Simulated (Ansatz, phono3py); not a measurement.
# CdS (Greenockite, P6_3mc): solver, mesh and scattering choices in phono3py, part 2 of 2

Aim: with force constants in hand, see how mesh, solver, isotopes and boundaries change the conductivity of CdS (Greenockite).

Experimental results on record:
- thermal conductivity 16 W/m/K near room temperature (given in “Combining the AFLOW GIBBS and Elastic Libraries to efficiently and robustly screen thermo-mechanical properties of solids”, 2017, arXiv:1611.05714)

Ansatz 0.2.0 and phono3py 4.10.0; DFT LDA, scalar-relativistic, plane waves, PAW; PAW set soft_1 (the session's first sound run).

So far, κ at 300 K (W/m/K): step 3 (relaxation-time solution) 15.4; step 16 (solver RTA with coherences (SMM19)) 15.5; step 17 (delta function Gaussian, sigma 0.05 THz) 15.1; step 18 (delta function Gaussian, sigma 1 THz) 9.72; step 20 (without dipole term) 16.3.

The database entry behind the starting cell differs from later determinations by our own check (about 0.35 % long), so it need not match the best structure at ambient conditions.

## 21. A changed mass, third order supercell 3×3×2, supercell 3×3×2

Changing one mass at fixed force constants separates the effect of mass from that of bonding.

Contents of phono3py.yaml:

```yaml
phono3py:
  version: "4.10.0"
  frequency_unit_conversion_factor: 15.633302
  symmetry_tolerance: 1.00000e-05

physical_unit:
  atomic_mass: "AMU"
  length: "angstrom"

space_group:
  type: "P6_3mc"
  number: 186
  Hall_symbol: "P 6c -2c"

primitive_matrix:
- [  1.000000000000000,  0.000000000000000,  0.000000000000000 ]
- [  0.000000000000000,  1.000000000000000,  0.000000000000000 ]
- [  0.000000000000000,  0.000000000000000,  1.000000000000000 ]

supercell_matrix:
- [   3,   0,   0 ]
- [   0,   3,   0 ]
- [   0,   0,   2 ]

# [primitive_cell block left out]
unit_cell:
  lattice:
  - [     4.073843609889433,    -0.000000000028867,     0.000000000000000 ] # a
  - [    -2.036921804919716,     3.528052057223585,     0.000000000000000 ] # b
  - [     0.000000000000000,     0.000000000000000,     6.638760861100000 ] # c
  points:
  - symbol: Cd # 1
    coordinates: [  0.333333333333333,  0.666666666666667, -0.000535718500000 ]
    mass: 112.414000
    reduced_to: 1
  - symbol: Cd # 2
    coordinates: [  0.666666666666667,  0.333333333333333,  0.499464281500000 ]
    mass: 112.414000
    reduced_to: 2
  - symbol: S # 3
    coordinates: [  0.333333333333333,  0.666666666666667,  0.375535718500000 ]
    mass: 32.060000
    reduced_to: 3
  - symbol: S # 4
    coordinates: [  0.666666666666667,  0.333333333333333,  0.875535718500000 ]
    mass: 32.060000
    reduced_to: 4

# [supercell block left out]
phonon_supercell_matrix:
- [   3,   0,   0 ]
- [   0,   3,   0 ]
- [   0,   0,   2 ]

# [phonon_primitive_cell block left out]
# [phonon_supercell block left out]
nac:
  born_effective_charge:
  - # 1 (Cd)
    - [  2.064341894704158,  0.000000000000000,  0.000000000000000 ]
    - [  0.000000000000000,  2.064341894704158,  0.000000000000000 ]
    - [  0.000000000000000,  0.000000000000000,  2.163932318927105 ]
  - # 2 (Cd)
    - [  2.064341894704158,  0.000000000000000,  0.000000000000000 ]
    - [  0.000000000000000,  2.064341894704158,  0.000000000000000 ]
    - [  0.000000000000000,  0.000000000000000,  2.163932318927105 ]
  - # 3 (S)
    - [ -2.064341894704158,  0.000000000000000,  0.000000000000000 ]
    - [  0.000000000000000, -2.064341894704158,  0.000000000000000 ]
    - [  0.000000000000000,  0.000000000000000, -2.163932318927105 ]
  - # 4 (S)
    - [ -2.064341894704158,  0.000000000000000,  0.000000000000000 ]
    - [  0.000000000000000, -2.064341894704158,  0.000000000000000 ]
    - [  0.000000000000000,  0.000000000000000, -2.163932318927105 ]
  dielectric_constant:
    - [  6.409958018941685,  0.000000000000000,  0.000000000000000 ]
    - [ -0.000000000000001,  6.409958018941684,  0.000000000000000 ]
    - [  0.000000000000000,  0.000000000000000,  6.516668704070238 ]
  unit_conversion_factor: 14.399645
```

Run with:

```sh
$ phono3py phono3py.yaml --mesh 15 15 7 --br --mass 112.414 112.414 96.180 96.180 --ts 100 300 600
```

Wall time 15 s (8 threads of Intel Xeon at 2.70GHz, shared host); peak memory 0.09 GiB; 1.8 min of CPU time.

Numbers from this step:

| Quantity | Value |
| --- | --- |
| κ at 300 K | 8.7 W/m/K |
| κ xx, yy, zz at 300 K | 8.63, 8.63, 8.842 W/m/K |

W/m/K. Kappa, by row:

| T (K) | xx | yy | zz | yz | xz | xy |
| --- | --- | --- | --- | --- | --- | --- |
| 100 | 30.03 | 30.03 | 31.18 | 0 | 0 | 0 |
| 300 | 8.63 | 8.63 | 8.842 | 0 | 0 | 0 |
| 600 | 4.249 | 4.249 | 4.349 | 0 | 0 | 0 |

Without isotope scattering in either run, κ at 300 K goes from 17.3 to 8.7 W/(m K).

## 22. Mass disorder, third order supercell 3×3×2, supercell 3×3×2

A typed mass variance takes the place of the natural one on the sites of one element, as a model of more or less disorder.

phono3py.yaml is that of step 21.

Run with:

```sh
$ phono3py phono3py.yaml --mesh 15 15 7 --br --isotope --mv 0.0002716 0.0002716 0.01 0.01 --ts 100 150 200 300 400 500 600 800
```

Run time: 17 s. Hardware: 8 threads; peak memory 0.09 GiB; 2 min of CPU time.

Numbers from this step:

* κ at 300 K: 13.67 W/m/K
* κ xx, yy, zz at 300 K: 13.38, 13.38, 14.26 W/m/K

W/m/K. Kappa, by row:

| T (K) | xx | yy | zz | yz | xz | xy |
| --- | --- | --- | --- | --- | --- | --- |
| 100 | 36.6 | 36.6 | 41.68 | 0 | 0 | 0 |
| 150 | 25.15 | 25.15 | 27.71 | 0 | 0 | 0 |
| 200 | 19.3 | 19.3 | 20.92 | 0 | 0 | 0 |
| 300 | 13.38 | 13.38 | 14.26 | 0 | 0 | 0 |
| 400 | 10.32 | 10.32 | 10.91 | 0 | 0 | 0 |
| 500 | 8.435 | 8.435 | 8.87 | 0 | 0 | 0 |
| 600 | 7.142 | 7.142 | 7.483 | 0 | 0 | 0 |
| 800 | 5.478 | 5.478 | 5.712 | 0 | 0 | 0 |

κ at 300 K goes from 15.4 in the base run to 13.7 W/(m K).

## 23. A faulty attempt, third order supercell 3×3×2, supercell 3×3×2

This input was changed on purpose, to see how the program answers.

phono3py.yaml is that of step 22.

Run with:

```sh
$ phono3py phono3py.yaml --br --ts 300
```

Wall time 0.82 s (8 threads); peak memory 0.07 GiB.

The run ended with an error.

The fault put into the input: no mesh.

## 24. Outcome

* κ at 300 K, RTA, natural isotopes, mesh 15×15×7: 15.4 W/m/K
* κ at 300 K, RTA, pure, mesh 15×15×7: 17.3 W/m/K
* κ at 300 K, LBTE, mesh 15×15×7: 17.4 W/m/K
* κ at 300 K, with coherences, mesh 15×15×7: 15.5 W/m/K
* κ at 300 K, no dipole term, mesh 15×15×7: 16.3 W/m/K

**Reading.** On these constants κ of CdS (Greenockite) at 300 K is 15.4 W/(m K) in the base run, by relaxation time; smearing and coherences move that between 9.72 and 15.5. The full solution gives 17.4 W/(m K) (phono3py, mesh 15×15×7). On the same constants and mesh Ansatz's figure, which includes its coherence part, and phono3py's, which doesn't, differ by up to 1.3 %; with phono3py's own coherence part added, which is defined differently, the largest difference is 0.38 %. The last step of the mesh series (17x17x9 to 21x21x11) moves κ at 300 K by +0.1 %, while the coarsest mesh gives 57 % of the densest value. Normal processes make 59 % of the three-phonon scattering at 300 K, weighting modes by their heat capacity. A boundary length of 0.03 µm leaves 30 % of κ at 300 K. A boundary length of 0.3 µm leaves 71 % of κ at 300 K. Scaling the mass of S by 3 at fixed force constants, a model exercise, multiplies the isotope-free κ by 0.503. A mass variance of 0.01 on the S sites, typed in place of the natural one, gives 89 % of the base value. A measured thermal conductivity near room temperature is 16 W/m/K (arXiv:1611.05714); the calculated 17.4 W/m/K differs by +9 %. Part of this agreement may be a cancellation, since four-phonon scattering and the shift of frequencies with temperature are both left out. The PAW files were made for PBE and are used here under another functional, for which the program regenerates the frozen cores.

[Logs are printed without paths, hosts, clocks, repeated set-up lines and the standing remarks that a program may print on its own settings, such as how far it seeks lower states.]

[Hosts, paths, dates, database ids (printed as entryN), source tags and the programs' standing remarks are cut or masked in the printed files.]

[A step with changed settings may run another functional than the one named; its input shows which.]
